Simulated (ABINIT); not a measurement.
# TiO2 (C2/c): G0W0 on several meshes in ABINIT

Wanted: mesh dependence and cost of G0W0 for TiO2 (C2/c).

Main program and level: ABINIT 10.8.3; LDA and many-body steps on it, plane waves.

**1. The structure**

It takes space group C2/c (No. 15, monoclinic). The conventional cell has a = 5.412 Å, b = 5.413 Å, c = 5.472 Å, α = 90.00°, β = 118.77°, γ = 90.00°. Ti has 6 O at 1.93 to 2.00 Å nearest. O has 3 Ti at 1.93 to 2.00 Å nearest. Farther neighbours and most contacts between anions are not listed.

The cell and positions are those that the Materials Project relaxed with its own functionals (PBE, PBE+U or r2SCAN), kept fixed. This is not the form that TiO2 usually takes at ambient conditions.

**2. Empty states on the mesh, 4×4×2 mesh, 419 bands**

This step: ABINIT 10.8.3; DFT, LDA, plane waves, norm-conserving pseudopotentials.

The sums over transitions need many empty states on a uniform mesh; this step solves for them.

Input file run.abi:

```
acell 3*1.0 Angstrom
rprim 
  2.706034000000 -2.706655000000 -0.000000000000
  2.706034000000 2.706655000000 -0.000000000000
  -2.633531000000 -0.000000000000 4.796637000000
ntypat 2
znucl 22 8
natom 6
typat 1 1 2 2 2 2
xred 
  0.134110000000 0.865890000000 0.250000000000
  0.865890000000 0.134110000000 0.750000000000
  0.331221000000 0.088755000000 0.667149000000
  0.668779000000 0.911245000000 0.332851000000
  0.911245000000 0.668779000000 0.832851000000
  0.088755000000 0.331221000000 0.167149000000
pp_dirpath "pseudos"
pseudos "Ti.upf, O.upf"
ecut 38
ngkpt 4 4 2
nshiftk 1
shiftk 0 0 0
kptopt 1
chksymbreak 0
iscf -2
irdden 1
istwfk *1
nband 419
nbdbuf 38
tolwfr 1e-09
nstep 60
prtvol 0
indata_prefix "in"
outdata_prefix "out"
tmpdata_prefix "tmp"
```

Run with:

```
> OMP_NUM_THREADS=1 mpirun -n 4 abinit run.abi > log
```

Numbers of over 12 decimals in the logs are rounded to 6 here.

The log of the run:

```text
.Version 10.8.3 of ABINIT. v10.8.2 released Aug 2026.

 Symmetries : space group C2/c (# 15); Bravais mC (1-face-center monocl.)
[... echo of the input left out ...]
== DATASET  1 ==================================================================
-   mpi_nproc: 4, omp_nthreads: 1 (-1 if OMP is not activated)

--- !DatasetInfo
iteration_state: {dtset: 1, }
dimensions: {natom: 6, nkpt: 14, mband: 419, nsppol: 1, nspinor: 1, nspden: 1, mpw: 5320, }
cutoff_energies: {ecut:  38.0, pawecutdg:  -1.0, }
[...]
6.30960    6.31913    6.34154    6.36167    6.37410    6.38383    6.39355    6.40521
   6.41039    6.41516    6.43489    6.44669    6.45015    6.45186    6.45621    6.45759
   6.48331    6.49081    6.50183
 prteigrs : prtvol=0 or 1, do not print more k-points.

== END DATASET(S) ==============================================================
================================================================================

 -outvars: echo values of variables after computation  --------
            nband         419
             nkpt          14
          spgroup          15
 [... the other variables as echoed above ...]

 Calculation completed.
```

Run time: 9.5 min. Hardware: 4 MPI ranks of Arm Neoverse V2, shared host; peak memory 0.83 GiB.

This step gave:

```yaml
gap: 1.999 eV
k_of_the_valence_top: 0.5, 0.5, 0
k_of_the_conduction_bottom: 0, 0, 0
least_direct_gap: 2.437 eV
k_points_computed: 14
lowest_point_of_the_top_converged_band_above_the_valence_top: 160.3208 eV
```

On this mesh the gap is 1.999 eV.

The density comes from a self-consistent run that is not shown.

**3. Screening, 4×4×2 mesh, 94 bands, screening to 93.3 eV**

The RPA dielectric matrix is built and inverted for each q.

This step: RPA screening on LDA, plane waves, norm-conserving pseudopotentials.

run.abi, as its differences from that of step 2:

```diff
@@ -24,10 +24,11 @@
 chksymbreak 0
-iscf -2
-irdden 1
 istwfk *1
-nband 419
-nbdbuf 38
-tolwfr 1e-09
-nstep 60
-prtvol 0
+occopt 1
+irdwfk 1
+optdriver 3
+nband 94
+ecuteps 3.43
+inclvkb 2
+awtr 1
+symchi 1
 indata_prefix "in"
```

The log of the run:

```text
.Version 10.8.3 of ABINIT. v10.8.2 released Aug 2026.

 Symmetries : space group C2/c (# 15); Bravais mC (1-face-center monocl.)
[... echo of the input left out ...]
== DATASET  1 ==================================================================
-   mpi_nproc: 4, omp_nthreads: 1 (-1 if OMP is not activated)

--- !DatasetInfo
iteration_state: {dtset: 1, }
dimensions: {natom: 6, nkpt: 14, mband: 94, nsppol: 1, nspinor: 1, nspden: 1, mpw: 5320, }
cutoff_energies: {ecut:  38.0, pawecutdg:  -1.0, }
electrons: {nelect:   4.80000000E+01, charge:   0.00000000E+00, occopt:   1.00000000E+00, tsmear:   1.00000000E-02, }

 SCREENING: Calculation of the susceptibility and dielectric matrices

 Based on a program developped by R.W. Godby, V. Olevano, G. Onida, and L. Reining.
 Incorporated in ABINIT by V. Olevano, G.-M. Rignanese, and M. Torrent.
.Using double precision arithmetic ; gwpc =  8

[... cell and pseudopotentials left out ...]
--------------------------------------------------------------------------------

 ==== K-mesh for the wavefunctions ====
 Number of points in the irreducible wedge :    14
[... list of points left out ...]
 Together with  4 symmetry operations and time-reversal symmetry
 yields    32 points in the full Brillouin Zone.

 ==== Q-mesh for the screening function ====
 Number of points in the irreducible wedge :    14
[... list of points left out ...]
 Together with  4 symmetry operations and time-reversal symmetry
 yields    32 points in the full Brillouin Zone.

 setmesh: FFT mesh size selected  =    25x   25x   36
          total number of points  =        22500

 vcoul_init : cutoff-mode = AUXILIARY_FUNCTION
 q-points for optical limit:   1
     1)      0.000010    0.000020    0.000030

- screening: taking advantage of time-reversal symmetry
- Maximum band index for partially occupied states nbvw = 24
- Remaining bands to be divided among processors   nbcw = 70
- Number of bands treated by each node ~17

 Number of electrons calculated from density =   48.0000; Expected =   48.0000
 average of density, n =  0.101231
 r_s =    1.3311
 omega_plasma =   30.6910 [eV]

 calculating chi0 at frequencies [eV] :
  1    0.000000E+00    0.000000E+00
  2    0.000000E+00    3.069103E+01

--------------------------------------------------------------------------------
  q-point number  1        q = ( 0.000000, 0.000000, 0.000000) [r.l.u.]
--------------------------------------------------------------------------------
[... chi0 elements left out ...]
 For q-point:  0.000010 0.000020 0.000030
  dielectric constant =   6.8361
  dielectric constant without local fields =   7.2535

  Average fulfillment of the sum rule on Im[epsilon] for q-point    1 :     49.63  [%]
[... wings left out ...]
  q-point number  2        q = ( 0.250000, 0.000000, 0.000000) [r.l.u.]
--------------------------------------------------------------------------------
[... chi0 elements left out ...]
  Average fulfillment of the sum rule on Im[epsilon] for q-point    2 :     60.97  [%]

 [... 12 further q-points ...]
```

Wall time 67 s (4 MPI ranks); peak memory 1.4 GiB; 4.5 min of CPU time.

Numbers from this step:

```
ε∞ with local fields, on this mesh, along the program's q direction : 6.836
the same without local fields                                       : 7.253
plasma frequency                                                    : 30.69 eV
plane waves in the screening matrix                                 : 143
```

Local fields lower ε∞ by 6 %. On a Γ-centred mesh this coarse the value itself is usually too large, while a short band sum pulls it down.

**4. 4×4×2**

The self-energy is evaluated for the states that the input lists, and the levels follow from it, in one-shot runs by the linearised quasiparticle equation.

This step: G0W0 on LDA, plane waves, norm-conserving pseudopotentials.

run.abi, as its differences from that of step 3:

```diff
@@ -27,8 +27,25 @@
 irdwfk 1
-optdriver 3
+optdriver 4
 nband 94
+gwcalctyp 0
+ecutsigx 38
+symsigma 1
+nkptgw 6
+kptgw 
+  0.5000000000 0.5000000000 0.0000000000
+  0.0000000000 0.0000000000 0.0000000000
+  0.5000000000 0.0000000000 0.0000000000
+  0.0000000000 0.0000000000 0.5000000000
+  0.5000000000 0.0000000000 0.5000000000
+  0.5000000000 0.5000000000 0.5000000000
+bdgw 
+  23 26
+  23 26
+  23 26
+  23 26
+  23 26
+  23 26
 ecuteps 3.43
-inclvkb 2
-awtr 1
-symchi 1
+irdscr 1
+ppmodel 1
 indata_prefix "in"
```

The log of the run:

```text
.Version 10.8.3 of ABINIT. v10.8.2 released Aug 2026.

 Symmetries : space group C2/c (# 15); Bravais mC (1-face-center monocl.)
[... echo of the input left out ...]
== DATASET  1 ==================================================================
-   mpi_nproc: 4, omp_nthreads: 1 (-1 if OMP is not activated)

--- !DatasetInfo
iteration_state: {dtset: 1, }
dimensions: {natom: 6, nkpt: 14, mband: 94, nsppol: 1, nspinor: 1, nspden: 1, mpw: 5320, }
cutoff_energies: {ecut:  38.0, pawecutdg:  -1.0, }
electrons: {nelect:   4.80000000E+01, charge:   0.00000000E+00, occopt:   1.00000000E+00, tsmear:   1.00000000E-02, }

 SIGMA: Calculation of the GW corrections

 Based on a program developped by R.W. Godby, V. Olevano, G. Onida, and L. Reining.
 Incorporated in ABINIT by V. Olevano, G.-M. Rignanese, and M. Torrent.
.Using double precision arithmetic ; gwpc =  8

[... cell and pseudopotentials left out ...]
--------------------------------------------------------------------------------

 ==== K-mesh for the wavefunctions ====
 Number of points in the irreducible wedge :    14
[... list of points left out ...]
 Together with  4 symmetry operations and time-reversal symmetry
 yields    32 points in the full Brillouin Zone.

 ==== Q-mesh for screening function ====
 Number of points in the irreducible wedge :    14
[... list of points left out ...]
 Together with  4 symmetry operations and time-reversal symmetry
 yields    32 points in the full Brillouin Zone.

 vcoul_init : cutoff-mode = AUXILIARY_FUNCTION
 q-points for optical limit:   1
     1)      0.000010    0.000020    0.000030
 setmesh: FFT mesh size selected  =    40x   40x   54
          total number of points  =        86400

 Number of electrons calculated from density =   48.0000; Expected =   48.0000
 average of density, n =  0.101231
 r_s =    1.3311
 omega_plasma =   30.6910 [eV]

 === KS Band Gaps ===
  >>>> For spin  1
   Minimum direct gap =   2.4367 [eV], located at k-point      :   0.0000  0.0000  0.0000
   Fundamental gap    =   1.9994 [eV], Top of valence bands at :   0.5000  0.5000  0.0000
                                       Bottom of conduction at :   0.0000  0.0000  0.0000
 SIGMA fundamental parameters:
 PLASMON POLE MODEL  1
 number of plane-waves for SigmaX                 5313
 number of plane-waves for SigmaC and W            143
 number of plane-waves for wavefunctions          5313
 number of bands                                    94
 number of independent spin polarizations            1
 number of spinorial components                      1
 number of k-points in IBZ                          14
 number of q-points in IBZ                          14
 number of symmetry operations                       4
 number of k-points in BZ                           32
 number of q-points in BZ                           32
 number of frequencies for dSigma/dE                 9
 frequency step for dSigma/dE [eV]                0.25
 number of omega for Sigma on real axis              0
 max omega for Sigma on real axis  [eV]           0.00
 zcut for avoiding poles [eV]                     0.10

 EPSILON^-1 parameters (SCR file):
 dimension of the eps^-1 matrix on file            143
 dimension of the eps^-1 matrix used               143
 number of plane-waves for wavefunctions          5313
 number of bands                                    94
 number of q-points in IBZ                          14
 number of frequencies                               2
 number of real frequencies                          1
 number of imag frequencies                          1

 matrix elements of self-energy operator (all in [eV])

 Perturbative Calculation

--- !SelfEnergy_ee
iteration_state: {dtset: 1, }
kpoint     : [   0.500,    0.500,    0.000, ]
spin       : 1
KS_gap     :    3.196
QP_gap     :    5.012
Delta_QP_KS:    1.815
data: !SigmaeeData |
     Band     E0 <VxcDFT>   SigX SigC(E0)      Z dSigC/dE  Sig(E)    E-E0       E
       23   3.391 -19.786 -24.583   4.986   0.763  -0.311 -19.642   0.144   3.535
       24   3.403 -19.749 -24.520   4.971   0.762  -0.312 -19.596   0.153   3.555
       25   6.599 -20.878 -12.343  -5.978   0.770  -0.299 -18.910   1.968   8.567
       26   6.635 -20.802 -12.345  -5.912   0.770  -0.298 -18.841   1.961   8.595

--- !SelfEnergy_ee
iteration_state: {dtset: 1, }
kpoint     : [   0.000,    0.000,    0.000, ]
spin       : 1
KS_gap     :    2.437
QP_gap     :    4.109
Delta_QP_KS:    1.672
data: !SigmaeeData |
     Band     E0 <VxcDFT>   SigX SigC(E0)      Z dSigC/dE  Sig(E)    E-E0       E
       23   2.960 -19.259 -24.123   4.983   0.761  -0.314 -19.168   0.091   3.051
       24   2.966 -19.258 -24.146   5.007   0.761  -0.314 -19.167   0.091   3.057
[...]
--- !SelfEnergy_ee
iteration_state: {dtset: 1, }
kpoint     : [   0.500,    0.000,    0.000, ]
spin       : 1
KS_gap     :    3.788
QP_gap     :    5.613
Delta_QP_KS:    1.825
data: !SigmaeeData |
     Band     E0 <VxcDFT>   SigX SigC(E0)      Z dSigC/dE  Sig(E)    E-E0       E
[...]
--- !SelfEnergy_ee
iteration_state: {dtset: 1, }
kpoint     : [   0.000,    0.000,    0.500, ]
spin       : 1
KS_gap     :    2.490
QP_gap     :    4.165
Delta_QP_KS:    1.675
data: !SigmaeeData |
     Band     E0 <VxcDFT>   SigX SigC(E0)      Z dSigC/dE  Sig(E)    E-E0       E
[...]
--- !SelfEnergy_ee
iteration_state: {dtset: 1, }
kpoint     : [   0.500,    0.000,    0.500, ]
spin       : 1
KS_gap     :    3.644
QP_gap     :    5.446
Delta_QP_KS:    1.802
data: !SigmaeeData |
     Band     E0 <VxcDFT>   SigX SigC(E0)      Z dSigC/dE  Sig(E)    E-E0       E
[...]
--- !SelfEnergy_ee
iteration_state: {dtset: 1, }
kpoint     : [   0.500,    0.500,    0.500, ]
spin       : 1
KS_gap     :    3.240
QP_gap     :    5.051
Delta_QP_KS:    1.810
data: !SigmaeeData |
     Band     E0 <VxcDFT>   SigX SigC(E0)      Z dSigC/dE  Sig(E)    E-E0       E
[...]
24   3.382 -19.753 -24.520   4.962   0.763  -0.311 -19.604   0.149   3.531
       25   6.622 -20.841 -12.390  -5.906   0.770  -0.299 -18.882   1.959   8.582
       26   6.622 -20.841 -12.390  -5.906   0.770  -0.299 -18.882   1.959   8.582

== END DATASET(S) ==============================================================
================================================================================

 -outvars: echo values of variables after computation  --------
           etotal      0.0000000000E+00
            nband          94
             nkpt          14
          spgroup          15
 [... the other variables as echoed above ...]

 Calculation completed.
```

Run time: 14 s. Hardware: 4 MPI ranks; peak memory 1.1 GiB; 56 s of CPU time.

This step gave:

```
G0W0 gap on the mesh                         : 3.611 eV
starting gap on the mesh                     : 1.999 eV
k of the valence top                         : 0.5, 0.5, 0
k of the conduction bottom                   : 0, 0, 0
Z at the valence top                         : 0.762
Z at the conduction bottom                   : 0.785
least direct G0W0 gap on the computed points : 4.109 eV
```

The gap on the mesh goes from 2.00 eV to 3.61 eV, a correction of +1.61 eV.

**5. Empty states on the mesh, 2×2×2 mesh, 102 bands**

This step: DFT, LDA, plane waves, norm-conserving pseudopotentials.

Input file run.abi:

```
acell 3*1.0 Angstrom
rprim 
  2.706034000000 -2.706655000000 -0.000000000000
  2.706034000000 2.706655000000 -0.000000000000
  -2.633531000000 -0.000000000000 4.796637000000
ntypat 2
znucl 22 8
natom 6
typat 1 1 2 2 2 2
xred 
  0.134110000000 0.865890000000 0.250000000000
  0.865890000000 0.134110000000 0.750000000000
  0.331221000000 0.088755000000 0.667149000000
  0.668779000000 0.911245000000 0.332851000000
  0.911245000000 0.668779000000 0.832851000000
  0.088755000000 0.331221000000 0.167149000000
pp_dirpath "pseudos"
pseudos "Ti.upf, O.upf"
ecut 38
ngkpt 2 2 2
nshiftk 1
shiftk 0 0 0
kptopt 1
chksymbreak 0
iscf -2
irdden 1
istwfk *1
nband 102
nbdbuf 8
tolwfr 1e-09
nstep 60
prtvol 0
indata_prefix "in"
outdata_prefix "out"
tmpdata_prefix "tmp"
```

The log of the run:

```text
.Version 10.8.3 of ABINIT. v10.8.2 released Aug 2026.

 Symmetries : space group C2/c (# 15); Bravais mC (1-face-center monocl.)
[... echo of the input left out ...]
== DATASET  1 ==================================================================
-   mpi_nproc: 4, omp_nthreads: 1 (-1 if OMP is not activated)

--- !DatasetInfo
iteration_state: {dtset: 1, }
dimensions: {natom: 6, nkpt: 6, mband: 102, nsppol: 1, nspinor: 1, nspden: 1, mpw: 5320, }
cutoff_energies: {ecut:  38.0, pawecutdg:  -1.0, }
[...]
1.70931    1.71177    1.71588    1.76338    1.76421    1.79479    1.82240    1.82282
   1.82540    1.87686    1.88078    1.89302    1.90120    1.92217    1.95815    1.98173
   2.00318    2.00555    2.01977    2.02162    2.06757    2.14456
 prteigrs : prtvol=0 or 1, do not print more k-points.

== END DATASET(S) ==============================================================
================================================================================

 -outvars: echo values of variables after computation  --------
            nband         102
             nkpt           6
          spgroup          15
 [... the other variables as echoed above ...]

 Calculation completed.
```

Run time: 31 s. Hardware: 4 MPI ranks; peak memory 0.34 GiB; 2.1 min of CPU time.

Numbers from this step:

- gap: 1.999 eV
- k of the valence top: 0.5, 0.5, 0
- k of the conduction bottom: 0, 0, 0
- least direct gap: 2.437 eV
- k points computed: 6
- lowest point of the top converged band, above the valence top: 48.90 eV

On this mesh the gap is 1.999 eV.

(Part 1 of 2 ends here.)

[Paths, hosts, dates, memory and timing lines, banners, echoed tables and standing remarks are left out of the program output.]

[Logs are printed without paths, hosts, clocks, repeated set-up lines and the standing remarks that a program may print on its own settings, such as how far it seeks lower states.]

[Runs of the session that timed out or met a known fault of the program may be left out.]

[Hosts, paths, dates, database ids (printed as entryN), source tags and the programs' standing remarks are cut or masked in the printed files.]

[G0W0 gaps are taken among the corrected bands and points alone; a level outside them can change the order at an edge.]

[Where Ansatz stands beside ABINIT at settings called matched, ABINIT's density can come from a denser mesh and the files from another edition; pairs whose starting gaps differed by over 0.03 eV were left out, so agreement reads better than it is.]
